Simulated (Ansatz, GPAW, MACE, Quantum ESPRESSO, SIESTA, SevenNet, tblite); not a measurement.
# Running glassy 80SiO2-20Li2O (mol %) (75 atoms) with GPAW

Wanted: GPAW inputs and outputs for glassy 80SiO2-20Li2O (mol %) (75 atoms), checked against a plane-wave reference.

Method: the method is named at each step, in GPAW 26.7.0.

### 1. Set-up

The cell holds 75 atoms: 20 Si, 10 Li and 45 O. Cell: a = 9.737 Å, b = 9.737 Å, c = 9.737 Å, α = 90.0°, β = 90.0°, γ = 90.0°. 75 atoms (20 Si, 10 Li, 45 O) placed at random at 2.26 g/cm³, melted at 4000 K for 10 ps at fixed volume with the Morse and Coulomb pair potential with partial charges (Pedone, Malavasi, Menziani, Cormack and Segre, J. Phys. Chem. B 110, 11780 (2006)). Quenched from 1800 K to 300 K at 20 K/ps and fixed volume, held 10 ps at zero pressure. Then every atom was moved at random, 0.02 Å r.m.s. a Cartesian component.

The yardstick, on the same geometry:

```
method                                           : Kohn-Sham DFT, PBE, PAW, plane waves (Ansatz 0.2.0); cutoff 420 eV, Γ point, fermi-dirac smearing of 0.05 eV; PAW set soft_2
r.m.s. force component                           : 1.532 eV/Å
longest force                                    : 8.067 eV/Å
pressure                                         : 6.754 GPa
gap (highest filled to lowest empty level) : 3.347 eV
SCF cycles                                       : 9
time                                             : 16 s on 4 threads of Arm Neoverse N1, shared host
CPU time                                         : 61 s
```

### 2. PBE, LCAO dzp, h 0.18 Å

Method: Kohn-Sham DFT, PBE, PAW, atomic orbitals (dzp).

Input file run.py:

```python
import numpy as np
from ase.io import read
from gpaw import GPAW, FermiDirac

atoms = read("structure.xyz")
atoms.calc = GPAW(
    mode="lcao",
    basis="dzp",
    h=0.18,
    xc="PBE",
    kpts={"size": (1, 1, 1), "gamma": True},
    occupations=FermiDirac(0.05),
    maxiter=200,
    symmetry={"point_group": False},
    txt="gpaw.txt",
)
energy = atoms.get_potential_energy(force_consistent=True)
forces = atoms.get_forces()
print(f"energy {energy:.6f} eV")
print("forces (eV/A)")
for i, (a, f) in enumerate(zip(atoms, forces)):
    print(f"{i:4d} {a.symbol:2s} {f[0]:10.5f} {f[1]:10.5f} {f[2]:10.5f}")
print(f"Fermi level {atoms.calc.get_fermi_level():.4f} eV")
for k in range(len(atoms.calc.get_ibz_k_points())):
    for s in range(atoms.calc.get_number_of_spins()):
        e = atoms.calc.get_eigenvalues(kpt=k, spin=s)
        n = np.searchsorted(e, atoms.calc.get_fermi_level())
        print(f"k {k} spin {s} levels about the Fermi level:", np.round(e[max(n - 6, 0):n], 4).tolist(), "|", np.round(e[n:n + 6], 4).tolist())
```

Input file structure.xyz:

```xyz
75
Lattice="9.73665 0.00000 0.00000 0.00000 9.73665 0.00000 0.00000 0.00000 9.73665" Properties=species:S:1:pos:R:3 pbc="T T T"
Si 9.69566 3.57948 5.95620
Si 9.31875 4.46474 0.69004
Si 4.98351 5.83245 1.16986
Si 7.05118 0.82022 9.43881
Si 0.06261 1.95307 8.53378
Si 6.79365 8.22134 1.55046
Si 4.28111 9.53539 8.25863
Si 1.70907 9.17660 0.00399
Si 0.54331 0.38927 2.61731
Si 5.93975 2.88370 1.77791
Si 7.70607 6.83844 4.04908
Si 8.04773 5.56635 7.79399
Si 4.74116 5.76468 4.04782
Si 2.78381 2.68770 1.83302
Si 3.66614 0.72548 5.49907
Si 1.09216 6.80105 7.83411
Si 2.89772 4.49911 8.95168
Si 2.71838 3.64667 4.62325
Si 2.63717 7.64395 4.92343
Si 8.37848 2.77251 3.16178
Li 5.97976 7.54405 6.25911
Li 9.40395 8.53807 5.40150
Li 5.21992 0.95887 3.21631
Li 2.60601 2.34653 7.21388
Li 0.76851 5.22994 3.37618
Li 4.83678 6.35122 8.14578
Li 5.28603 4.34011 6.74691
Li 0.27944 7.02908 2.33777
Li 6.85421 9.67804 4.57145
Li 2.36484 6.18453 1.96778
O 6.57545 2.02026 0.65752
O 8.66143 3.91189 2.11324
O 6.48276 5.80080 7.52030
O 3.99991 5.63752 9.65136
O 8.97505 6.00634 4.21431
O 7.41913 9.16930 0.44448
O 3.26791 9.53257 9.59216
O 5.91969 9.09471 2.55363
O 0.51770 2.40680 7.02382
O 1.93204 6.93619 3.66478
O 8.98897 1.40383 2.40203
O 4.09543 4.46932 4.73065
O 1.74656 7.32352 6.30166
O 3.53509 0.63152 7.07572
O 6.74477 2.69861 3.11962
O 3.02508 9.20805 4.83444
O 6.35716 5.88425 4.00381
O 7.46606 7.88562 5.10152
O 9.00124 2.94845 4.61118
O 1.77606 1.44541 2.14781
O 0.94669 9.01886 1.39390
O 3.70587 3.93614 7.69682
O 5.16296 0.91486 5.16938
O 4.34517 2.37302 2.03311
O 7.82233 7.47434 2.56181
O 2.32005 3.77217 3.01719
[... 15 atom lines left out ...]
O 0.30651 9.67443 4.04139
O 8.69132 4.38422 6.80173
O 4.50135 8.08911 7.67297
O 9.22995 6.70768 7.65018
```

Started as:

```console
> OMP_NUM_THREADS=1 python run.py > output.txt
```

Log:

```text
energy -500.058888 eV
forces (eV/A)
   0 Si    0.18224   -2.08195   -1.12280
   1 Si   -3.41909   -5.30371   -1.29146
   2 Si    3.02014   -1.87180   -1.72880
   3 Si   -0.81303   -0.73803    0.15530
   4 Si   -1.68512   -1.56554    0.40097
   5 Si    0.18727    3.56114    4.73719
   6 Si   -0.73462   -2.42167    0.61481
   7 Si    0.26761    2.89764   -0.95064
   8 Si    0.70893    2.43859   -2.19074
   9 Si   -2.97382    2.35410   -1.52153
  10 Si   -0.42981   -2.47144   -2.94195
  11 Si    0.64123   -1.09725    1.87241
  12 Si    2.48440    0.70863   -1.80337
  13 Si   -1.83202   -0.90312    0.79407
  14 Si    1.46619    1.07457   -1.14628
  15 Si    0.72378   -1.31356   -4.34600
  16 Si    1.79436    1.41547   -0.60124
  17 Si   -1.25289   -0.80381   -0.78206
  18 Si   -1.51244   -0.96318    0.18848
  19 Si    1.21310   -2.69263   -1.73133
  20 Li   -0.33065    0.16863    0.42144
  21 Li    0.06118   -0.51314   -0.33290
  22 Li   -0.36999   -0.85036    0.11643
  23 Li    0.06693    0.14624    0.15000
[...]
67 O     6.71577    5.79857    3.46129
  68 O    -2.24798   -3.14266   -3.78533
  69 O    -0.63811   -0.53723    1.19259
  70 O     0.41835   -0.56731   -1.52593
  71 O     0.02746   -2.46105    3.95917
  72 O    -2.50032    1.41571    1.42017
  73 O     0.64148   -1.87485   -1.00562
  74 O    -0.98764    1.45942   -0.58722
Fermi level 4.4512 eV
k 0 spin 0 levels about the Fermi level: [2.3707, 2.4652, 2.5221, 2.7387, 3.012, 3.12] | [6.3141, 7.727, 7.8857, 7.9698, 8.2462, 8.4192]
```

gpaw.txt:

```text
Input parameters:
  mode=LCAO(),
  basis={'default': 'dzp'},
  h=0.18,
  kpts=MonkhorstPack(size=(1, 1, 1), gamma=True),
  maxiter=200,
  occupations=Occupations(name='fermi-dirac', width=0.05, fixmagmom=False),
  symmetry=Symmetry(point_group=False),
  xc=XC(name='PBE')
Unit cell  # Å
| periodic |        x |        y |        z |  lengths |    angles |
|----------|----------|----------|----------|----------|-----------|
|      yes | 9.736650 | 0.000000 | 0.000000 | 9.736650 | 90.000000 |
|      yes | 0.000000 | 9.736650 | 0.000000 | 9.736650 | 90.000000 |
|      yes | 0.000000 | 0.000000 | 9.736650 | 9.736650 | 90.000000 |
Number of symmetries: 1
Symmetry operations  # r_c * U_cc + t_c -> r_c
|   | kind |            matrix            |
|---|------|------------------------------|
| 0 |  E   |  1, 0, 0,  0, 1, 0,  0, 0, 1 |
BZ-sampling:
  Number of BZ points: 1
  Number of IBZ points: 1
  Monkhorst-Pack size: [1, 1, 1]
  Monkhorst-Pack shift: [0, 0, 0]
[... lines left out ...]
eigensolver:
density mixing:
  MSR1-Mixer
occupation numbers:
  Fermi-Dirac:
    width: 0.0500  # eV
FastPoissonSolver using
    Stencil: 6*3+1=19 point O(h^6) finite-difference Laplacian
xc functional:
  name: PBE with 2 nearest neighbor stencil
interpolation: tri-quintic # 5. degree polynomial
Initialization done in: 13.580 s
convergence criteria:
- Maximum [total energy] change in last 3 cyles: 0.0005 eV / valence electron
- Maximum integral of absolute [dens]ity change: 0.0001 electrons / valence electron
- Maximum integral of absolute [eigenst]ate change: 4e-08 eV^2 / valence electron
maximum number of iterations: 200
SCF iterations
|iter     |      energy | eigst |  dens |
|---------|-------------|-------|-------|
|iter:   1| -547.423806 |      c|       |
|iter:   2| -535.436321 |      c| -0.76 |
|iter:   3| -499.504822 |      c| -0.80 |
|iter:   4| -499.891617 |      c| -1.42 |
|iter:   5| -500.089513 |      c| -1.73 |
|iter:   6| -500.059822 |      c| -2.26 |
|iter:   7| -500.059068c|      c| -3.02 |
|iter:   8| -500.058898c|      c| -3.48 |
|iter:   9| -500.058889c|      c| -4.00 |
|iter:  10| -500.058888c|      c| -4.47c|
Converged in 10 steps
SCF loop duration: 160.509 s (16.051 s/step)
Energy contributions relative to reference atoms: (reference = -251593.116758)
Energy contributions:
  Kinetic:         651.142437
  Coulomb:        -554.297429
  Zero:              4.465093
  External:          0.000000
  Xc:             -601.368989
  Entropy:          -0.000000
  Spinorbit:         0.000000
  ----------------------------
  Free energy:    -500.058888
  Extrapolated:   -500.058888
dipole moment: (-34.628303, 46.025945, 49.630110)  # |e|*Ang
Fermi level: 4.451
Eigenvalues  # (at kpt = [0.000, 0.000, 0.000])
| band index |      eig [eV] | occ [0-2] |
|------------|---------------|-----------|
|          0 |       -19.153 |     2.000 |
|        ... |               |           |
|        172 |         1.937 |     2.000 |
|        173 |         2.067 |     2.000 |
[...]
|        187 |         8.746 |     0.000 |
|        ... |               |           |
|        219 |        11.387 |     0.000 |
Gap: 3.194 eV
Transition (v -> c):
  (s=0, k=0, n=179, [0.00, 0.00, 0.00]) -> (s=0, k=0, n=180, [0.00, 0.00, 0.00])
No difference between direct/indirect transitions
Force computation time: 44.416  # s
timing:  # [seconds]
  Total:  218.556  # ━━━━━━━━━━━━━━━━━━━━━━━━━━━━━━━━━━━━━━━━━━━━━━━━━━━━━━━━
  Init:    13.579  # ━━━╸
  SCF:    160.509  # ━━━━━━━━━━━━━━━━━━━━━━━━━━━━━━━━━━━━━━━━━
  Forces:  44.416  # ━━━━━━━━━━━╸
```

Run time: 3.7 min. Hardware: 1 thread of Arm Neoverse N1, shared host; peak memory 1.4 GiB.

Banners, paths, timers and routine set-up lines are dropped from the logs unmarked, and long logs keep their key lines alone; longer cuts are marked.

Numbers from this run, and their distance from the reference:

- r.m.s. force component: 1.794 eV/Å
- r.m.s. difference of force components: 350.9 meV/Å
- longest difference of force vectors: 1475 meV/Å
- force difference over r.m.s. force: 22.9 %
- slope of forces against the reference's: 1.159
- correlation of force components: 0.9901
- gap (highest filled to lowest empty level): 3.194 eV
- gap difference: -0.153 eV

Length of the force difference by element (eV/Å):

```csv
element,atoms,mean,most
Li,10,0.18,0.25
O,45,0.70,1.5
Si,20,0.30,0.71
```

Levels nearest the highest filled one (eV from it): -0.75, -0.65, -0.60, -0.38, -0.11, 0.00, 3.19, 4.61, 4.77, 4.85, 5.13, 5.30.

The surroundings of Li22, one of the 10 Li atoms, nearest first, numbered as they follow in the input and with coordinates relative to it.

| atom | x | y | z | distance (Å) | Fx | Fy | Fz (eV/Å) |
| --- | --- | --- | --- | --- | --- | --- | --- |
| Li22 | 0.00 | 0.00 | 0.00 | 0.00 | 0.06 | -0.51 | -0.33 |
| O72 | 0.64 | 1.14 | -1.36 | 1.88 | 0.03 | -2.46 | 3.96 |
| O48 | -1.94 | -0.65 | -0.30 | 2.07 | -0.97 | 5.66 | 5.18 |
| O43 | 2.08 | -1.21 | 0.90 | 2.57 | -0.96 | -0.30 | 1.38 |
| Si11 | -1.70 | -1.70 | -1.35 | 2.76 | -0.43 | -2.47 | -2.94 |
| O35 | -0.43 | -2.53 | -1.19 | 2.83 | 3.87 | -2.48 | 0.32 |
| O75 | -0.17 | -1.83 | 2.25 | 2.90 | -0.99 | 1.46 | -0.59 |
| Li29 | -2.55 | 1.14 | -0.83 | 2.91 | -0.58 | -0.51 | -0.40 |
| Si19 | 2.97 | -0.89 | -0.48 | 3.14 | -1.51 | -0.96 | 0.19 |

Atoms are counted from 1 here, from 0 in the log.

Forces lie 23 % from the reference's, at 3.6 times its CPU time (on 1 against 4 cores).

### 3. PBE, LCAO dzp, h 0.22 Å

Method: Kohn-Sham DFT, PBE, PAW, atomic orbitals (dzp).

Changes to run.py since step 2:

```diff
@@ -8,3 +8,3 @@
     basis="dzp",
-    h=0.18,
+    h=0.22,
     xc="PBE",
```

structure.xyz is that of step 2.

Log:

```text
energy -487.770700 eV
forces (eV/A)
   0 Si    0.17421   -2.07385   -1.12331
   1 Si   -3.41378   -5.31177   -1.28983
   2 Si    3.03550   -1.86692   -1.73030
   3 Si   -0.81398   -0.74367    0.15296
   4 Si   -1.69023   -1.57650    0.40894
   5 Si    0.18430    3.56292    4.73848
   6 Si   -0.73086   -2.42756    0.61079
   7 Si    0.26997    2.90422   -0.94099
   8 Si    0.70923    2.43961   -2.19950
   9 Si   -2.97691    2.36276   -1.52830
  10 Si   -0.42668   -2.46568   -2.95378
  11 Si    0.64824   -1.08766    1.87918
[...]
70 O     0.52408   -0.80068   -1.58168
  71 O     0.20775   -2.72291    4.15124
  72 O    -2.26781    1.17674    1.18092
  73 O     0.85907   -2.03702   -1.26010
  74 O    -1.19118    1.74872   -0.79058
Fermi level 4.4678 eV
k 0 spin 0 levels about the Fermi level: [2.3776, 2.471, 2.5285, 2.7443, 3.0197, 3.1257] | [6.312, 7.7298, 7.8887, 7.9727, 8.2478, 8.4214]
```

gpaw.txt:

```text
Input parameters:
  mode=LCAO(),
  basis={'default': 'dzp'},
  h=0.22,
  kpts=MonkhorstPack(size=(1, 1, 1), gamma=True),
  maxiter=200,
  occupations=Occupations(name='fermi-dirac', width=0.05, fixmagmom=False),
  symmetry=Symmetry(point_group=False),
  xc=XC(name='PBE')
[... lines left out ...]
  Fermi-Dirac:
[... lines left out ...]
convergence criteria:
- Maximum [total energy] change in last 3 cyles: 0.0005 eV / valence electron
[... lines left out ...]
Converged in 10 steps
[... lines left out ...]
  Free energy:    -487.770700
[... lines left out ...]
Fermi level: 4.468
[... lines left out ...]
|          0 |       -19.167 |     2.000 |
|        ... |               |           |
|        172 |         1.944 |     2.000 |
|        173 |         2.074 |     2.000 |
[...]
|        187 |         8.748 |     0.000 |
|        ... |               |           |
|        219 |        11.391 |     0.000 |
Gap: 3.186 eV
Transition (v -> c):
  (s=0, k=0, n=179, [0.00, 0.00, 0.00]) -> (s=0, k=0, n=180, [0.00, 0.00, 0.00])
No difference between direct/indirect transitions
Force computation time: 24.941  # s
timing:  # [seconds]
  Total:  128.532  # ━━━━━━━━━━━━━━━━━━━━━━━━━━━━━━━━━━━━━━━━━━━━━━━━━━━━━━━━
  Init:    10.736  # ━━━━╸
  SCF:     92.802  # ━━━━━━━━━━━━━━━━━━━━━━━━━━━━━━━━━━━━━━━━╸
  Forces:  24.941  # ━━━━━━━━━━━
```

Run time: 2.2 min. Hardware: 1 thread; peak memory 0.76 GiB.

Compared with the plane-wave run:

| Item | Value |
| --- | --- |
| r.m.s. force component | 1.813 eV/Å |
| r.m.s. difference of force components | 400.5 meV/Å |
| longest difference of force vectors | 1391 meV/Å |
| force difference over r.m.s. force | 26.14 % |
| slope of forces against the reference's | 1.166 |
| correlation of force components | 0.9853 |
| gap (highest filled to lowest empty level) | 3.186 eV |
| gap difference | -0.1608 eV |
| energy less the same-level run's | 163.8 meV/atom |
| r.m.s. force difference from the same-level run | 141.2 meV/Å |

This is a coarse setting, run to see what it loses.

Against the first run (23 %), the force difference from the reference is 26 %, at 0.59 times the CPU time: the grid matters here.

The difference per atom is largest on O (0.80 eV/Å on average, against 0.30 on Si). The forces add up to 1.5 eV/Å instead of zero, usually a sign of too coarse a grid.

### 4. PBE, LCAO sz(dzp), h 0.18 Å

Method: Kohn-Sham DFT, PBE, PAW, atomic orbitals (sz(dzp)).

Changes to run.py since step 3:

```diff
@@ -7,4 +7,4 @@
     mode="lcao",
-    basis="dzp",
-    h=0.22,
+    basis="sz(dzp)",
+    h=0.18,
     xc="PBE",
```

structure.xyz is that of step 3.

Log:

```text
energy -368.421403 eV
forces (eV/A)
   0 Si   -0.43732   -1.87414   -1.58896
   1 Si   -3.55847   -5.61954   -1.18065
   2 Si    3.75695   -1.22227   -3.09208
   3 Si   -0.63590   -0.59660   -0.67139
   4 Si   -1.55437   -2.10932    0.23331
   5 Si    0.72007    3.33769    3.62899
[...]
72 O    -2.74263    1.53653    1.81457
  73 O     1.08312   -4.07901   -1.96933
  74 O    -1.20719    1.92388   -0.81198
Fermi level 6.0779 eV
k 0 spin 0 levels about the Fermi level: [4.2783, 4.4498, 4.5318, 4.7277, 4.9644, 5.0352] | [7.1096, 8.9462, 9.1863, 9.3757, 9.4606, 9.6888]
```

gpaw.txt:

```text
Input parameters:
  mode=LCAO(),
  basis={'default': 'sz(dzp)'},
  h=0.18,
  kpts=MonkhorstPack(size=(1, 1, 1), gamma=True),
  maxiter=200,
  occupations=Occupations(name='fermi-dirac', width=0.05, fixmagmom=False),
[... lines left out ...]
  Fermi-Dirac:
[... lines left out ...]
convergence criteria:
- Maximum [total energy] change in last 3 cyles: 0.0005 eV / valence electron
[... lines left out ...]
Converged in 10 steps
[... lines left out ...]
  Free energy:    -368.421403
[... lines left out ...]
Fermi level: 6.078
[... lines left out ...]
|        ... |               |           |
|        219 |        13.942 |     0.000 |
Gap: 2.074 eV
Transition (v -> c):
  (s=0, k=0, n=179, [0.00, 0.00, 0.00]) -> (s=0, k=0, n=180, [0.00, 0.00, 0.00])
No difference between direct/indirect transitions
Force computation time: 8.903  # s
timing:  # [seconds]
  Total:  67.408  # ━━━━━━━━━━━━━━━━━━━━━━━━━━━━━━━━━━━━━━━━━━━━━━━━━━━━━━━━━
  Init:   10.767  # ━━━━━━━━━
  SCF:    47.685  # ━━━━━━━━━━━━━━━━━━━━━━━━━━━━━━━━━━━━━━━━╸
  Forces:  8.903  # ━━━━━━━╸
```

Wall time 69 s (1 thread); peak memory 1.1 GiB.

Against the reference:

- r.m.s. force component: 2.246 eV/Å
- r.m.s. difference of force components: 978.9 meV/Å
- longest difference of force vectors: 4125 meV/Å
- force difference over r.m.s. force: 63.89 %
- slope of forces against the reference's: 1.371
- correlation of force components: 0.9349
- gap (highest filled to lowest empty level): 2.074 eV
- gap difference: -1.273 eV

This is a coarse setting, run to see what it loses.

Against the first run (23 %), the force difference from the reference is 64 %, at 0.31 times the CPU time, with 270 basis functions against 895: the smaller basis costs accuracy.

[end of part 1 of 2]

[Also dropped from logs without a mark: logging warnings of Python, and SIESTA's first energy breakdown and zero terms.]

[Logs are printed without paths, hosts, clocks, repeated set-up lines and the standing remarks that a program may print on its own settings, such as how far it seeks lower states.]

[Hosts, paths, dates, database ids (printed as entryN), source tags and the programs' standing remarks are cut or masked in the printed files.]
